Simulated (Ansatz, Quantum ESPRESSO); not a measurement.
# Evanescent states of CdS, zinc blende type, lattice constant set to 5.762 Å, part 3 of 4

Wanted: the complex band structure of CdS, zinc blende type, lattice constant set to 5.762 Å, as for a tunnel barrier.

Quantum ESPRESSO 7.5; plane-wave DFT, PBE, GBRV ultrasoft pseudopotentials; cross-check by Ansatz 0.2.0 with PAW datasets.

So far. Step 2 (Ground state): The run needed 11 iterations to bring the estimated error under 1e-09 Ry.

## Step 4: Complex band structure, with nz1 = 3

Level of this step: complex band structure by pwcond; plane-wave DFT, PBE, GBRV ultrasoft pseudopotentials (Quantum ESPRESSO).

How much does a setting matter? One run is repeated with a change.

cbs.w.in reads:

```
&inputcond
  outdir = './out'
  prefixl = 'scf'
  band_file = 'cbs.w'
  ikind = 0
  ewind = 4.0
  epsproj = 1e-05
  nz1 = 3
  energy0 = 4.48
  denergy = -0.16
/
4
  0.00000000 0.00000000 1.00000000
  0.50000000 0.00000000 1.00000000
  0.50000000 0.50000000 1.00000000
  0.25000000 0.00000000 1.00000000
41
```

The run is started by

```sh
$ OMP_NUM_THREADS=1 mpirun -n 2 pwcond.x -in cbs.w.in > cbs.w.out
```

The log of the run:

```text
[banner, memory and clock lines left out]
Program PWCOND v.7.5 starts
[citation notice left out]

[...]
./out/scf.save/

[...]
negative rho (up, down):  4.179E-02 0.000E+00
     Reading collected, re-writing distributed wavefunctions

===== INPUT FILE containing the left lead =====

     GEOMETRY:

     lattice parameter (alat)  =       7.6994  a.u.
     the volume                =     645.4853 (a.u.)^3
     the cross section         =      59.2808 (a.u.)^2
     l of the unit cell        =       1.4142 (alat)
     number of atoms/cell      =            4
     number of atomic types    =            2

     crystal axes: (cart. coord. in units of alat)
               a(1) = (  1.0000  0.0000  0.0000 )
               a(2) = (  0.0000  1.0000  0.0000 )
               a(3) = (  0.0000  0.0000  1.4142 )

   Cartesian axes

     site n.     atom                  positions (alat units)
          1        Cd     tau(  1)=(  0.0000  0.0000  1.4142  )
          2        S      tau(  2)=(  0.5000  0.0000  0.3536  )
          3        Cd     tau(  3)=(  0.5000  0.5000  0.7071  )
          4        S      tau(  4)=(  0.0000  0.5000  1.0607  )

     nr1s                      =           32
     nr2s                      =           32
     nr3s                      =           45
     nr1sx                     =           32
     nr2sx                     =           32
     nr3sx                     =           45
     nr1                       =           36
     nr2                       =           36
     nr3                       =           50
     nr1x                      =           36
     nr2x                      =           36
     nr3x                      =           50

 _______________________________
  Radii of nonlocal spheres:

     type       ibeta     ang. mom.          radius (alat units)
       Cd         1         0                    0.3050
       Cd         2         0                    0.3050
       Cd         3         1                    0.3050
       Cd         4         1                    0.3050
       Cd         5         2                    0.3050
       Cd         6         2                    0.3050
       S          1         0                    0.1958
       S          2         0                    0.1958
       S          3         1                    0.1958
       S          4         1                    0.1958
       S          5         2                    0.1958
       S          6         2                    0.1958
----- General information -----

----- Complex band structure calculation -----

     nrx                       =           32
     nry                       =           32
     nz1                       =            3

     energy0               =         4.5E+00
     denergy               =        -1.6E-01
     nenergy               =         41
     ecut2d                =         4.0E+01
     ewind                 =         4.0E+00
     epsproj               =         1.0E-05

     number of k_|| points=    4
                       cryst. coord.
        k(    1) = (   0.0000000   0.0000000), wk =   0.2500000
        k(    2) = (   0.5000000   0.0000000), wk =   0.2500000
        k(    3) = (   0.5000000   0.5000000), wk =   0.2500000
        k(    4) = (   0.2500000   0.0000000), wk =   0.2500000
----- Information about left lead -----

     nocros                   =           18
     noins                    =           54
     norb                     =           90
     norbf                    =           90
     nrz                      =           45

      iorb      type   ibeta   ang. mom.   m       position (alat)
        1        1       1        0        1   taunew(   1)=(  0.0000  0.0000  0.0000)
        2        1       2        0        1   taunew(   2)=(  0.0000  0.0000  0.0000)
[...]
90        1       6        2        5   taunew(  90)=(  0.0000  0.0000  1.4142)
 ngper, shell number =          185          28
 ngper, n2d =          185         148
---  E-Ef =    4.4800000  k =    0.0000000   0.0000000
---  ie =          1  ik =          1
 Nchannels of the left tip =            1
 Right moving states:
   k1(2pi/a)   k2(2pi/a)   E-Ef (eV)
   0.3071408   0.0000000   4.4800000
 Left moving states:
   k1(2pi/a)   k2(2pi/a)   E-Ef (eV)
  -0.3071408   0.0000000   4.4800000

---  E-Ef =    4.3200000  k =    0.0000000   0.0000000
---  ie =          2  ik =          1
 Nchannels of the left tip =            0
 Right moving states:
   k1(2pi/a)   k2(2pi/a)   E-Ef (eV)
 Left moving states:
   k1(2pi/a)   k2(2pi/a)   E-Ef (eV)
[... further energies and points left out ...]
---  E-Ef =   -1.7600000  k =    0.2500000   0.0000000
---  ie =         40  ik =          4
 Nchannels of the left tip =            1
 Right moving states:
   k1(2pi/a)   k2(2pi/a)   E-Ef (eV)
   0.3302892   0.0000000  -1.7600000
 Left moving states:
   k1(2pi/a)   k2(2pi/a)   E-Ef (eV)
  -0.3302892   0.0000000  -1.7600000

---  E-Ef =   -1.9200000  k =    0.2500000   0.0000000
---  ie =         41  ik =          4
 Nchannels of the left tip =            2
 Right moving states:
   k1(2pi/a)   k2(2pi/a)   E-Ef (eV)
  -0.0610492  -0.0000000  -1.9200000
   0.2941675   0.0000000  -1.9200000
 Left moving states:
   k1(2pi/a)   k2(2pi/a)   E-Ef (eV)
   0.0610492  -0.0000000  -1.9200000
  -0.2941675   0.0000000  -1.9200000

[...]
```

The job ended after 13 min (2 MPI ranks of Arm Neoverse N1, shared host; peak memory 0.18 GiB; 24 min of CPU time).

The changed values were drawn from a wide range, not chosen for quality; the comparison shows what they did here together.

Beside the run it was changed from:

| quantity | this run | unchanged run | difference |
| --- | --- | --- | --- |
| peak of the smallest κ at the zone centre (Å⁻¹) | 0.101 | 0.101 | 0 |
| peak of the smallest κ at (1/2, 0) (Å⁻¹) | 0.3 | 0.299 | 0.0010 |
| wall time (s) | 776 | 862 |  |

The physical values in this table move by up to 0.33 %.

## Step 5: Complex bands with pwcond.x, with nenergy = 0

One more run, with a changed input.

cbs.bad.in reads:

```
&inputcond
  outdir = './out'
  prefixl = 'scf'
  band_file = 'cbs.bad'
  ikind = 0
  ewind = 4.0
  epsproj = 1e-05
  nz1 = 7
  energy0 = 4.48
  denergy = -0.16
/
4
  0.00000000 0.00000000 1.00000000
  0.50000000 0.00000000 1.00000000
  0.50000000 0.50000000 1.00000000
  0.25000000 0.00000000 1.00000000
0
```

The run is started by

```sh
$ OMP_NUM_THREADS=1 mpirun -n 2 pwcond.x -in cbs.bad.in > cbs.bad.out
```

The log of the run:

```text
[banner, memory and clock lines left out]
Program PWCOND v.7.5 starts
[citation notice left out]

[...]
./out/scf.save/

[...]
negative rho (up, down):  4.179E-02 0.000E+00
     Reading collected, re-writing distributed wavefunctions

===== INPUT FILE containing the left lead =====

     GEOMETRY:

     lattice parameter (alat)  =       7.6994  a.u.
     the volume                =     645.4853 (a.u.)^3
     the cross section         =      59.2808 (a.u.)^2
     l of the unit cell        =       1.4142 (alat)
     number of atoms/cell      =            4
     number of atomic types    =            2

     crystal axes: (cart. coord. in units of alat)
               a(1) = (  1.0000  0.0000  0.0000 )
               a(2) = (  0.0000  1.0000  0.0000 )
               a(3) = (  0.0000  0.0000  1.4142 )

   Cartesian axes

     site n.     atom                  positions (alat units)
          1        Cd     tau(  1)=(  0.0000  0.0000  1.4142  )
          2        S      tau(  2)=(  0.5000  0.0000  0.3536  )
          3        Cd     tau(  3)=(  0.5000  0.5000  0.7071  )
          4        S      tau(  4)=(  0.0000  0.5000  1.0607  )

     nr1s                      =           32
     nr2s                      =           32
     nr3s                      =           45
     nr1sx                     =           32
     nr2sx                     =           32
     nr3sx                     =           45
     nr1                       =           36
     nr2                       =           36
     nr3                       =           50
     nr1x                      =           36
     nr2x                      =           36
     nr3x                      =           50

 _______________________________
  Radii of nonlocal spheres:

     type       ibeta     ang. mom.          radius (alat units)
       Cd         1         0                    0.3050
       Cd         2         0                    0.3050
       Cd         3         1                    0.3050
       Cd         4         1                    0.3050
       Cd         5         2                    0.3050
       Cd         6         2                    0.3050
       S          1         0                    0.1958
       S          2         0                    0.1958
       S          3         1                    0.1958
       S          4         1                    0.1958
       S          5         2                    0.1958
       S          6         2                    0.1958
----- General information -----

----- Complex band structure calculation -----

     nrx                       =           32
     nry                       =           32
     nz1                       =            7

     energy0               =         4.5E+00
     denergy               =        -1.6E-01
     nenergy               =          0
     ecut2d                =         4.0E+01
     ewind                 =         4.0E+00
     epsproj               =         1.0E-05

     number of k_|| points=    4
                       cryst. coord.
        k(    1) = (   0.0000000   0.0000000), wk =   0.2500000
        k(    2) = (   0.5000000   0.0000000), wk =   0.2500000
        k(    3) = (   0.5000000   0.5000000), wk =   0.2500000
        k(    4) = (   0.2500000   0.0000000), wk =   0.2500000
----- Information about left lead -----

     nocros                   =           18
     noins                    =           54
     norb                     =           90
     norbf                    =           90
     nrz                      =           45

      iorb      type   ibeta   ang. mom.   m       position (alat)
        1        1       1        0        1   taunew(   1)=(  0.0000  0.0000  0.0000)
        2        1       2        0        1   taunew(   2)=(  0.0000  0.0000  0.0000)
[...]
90        1       6        2        5   taunew(  90)=(  0.0000  0.0000  1.4142)
 ngper, shell number =          185          28
 ngper, n2d =          185         143
 ngper, shell number =          188          41
 ngper, n2d =          188         150
 ngper, shell number =          188          23
 ngper, n2d =          188         188
 ngper, shell number =          188          76
 ngper, n2d =          188         188

[...]
```

Wall time 6.3 s (2 MPI ranks); peak memory 0.12 GiB; 12 s of CPU time.

The run finished, but its numbers are not taken as the system's. The fault: no energies.

(Continued in part 4 of 4.)

[Logs are printed without paths, hosts, clocks, repeated set-up lines and the standing remarks that a program may print on its own settings, such as how far it seeks lower states.]

[Hosts, paths, dates, database ids (printed as entryN), source tags and the programs' standing remarks are cut or masked in the printed files.]

[Maps of the electrostatic potential energy from Ansatz leave out the sawtooth potential of an applied field or a dipole correction, so their vacuum need not be flat; planar profiles and work functions include it.]
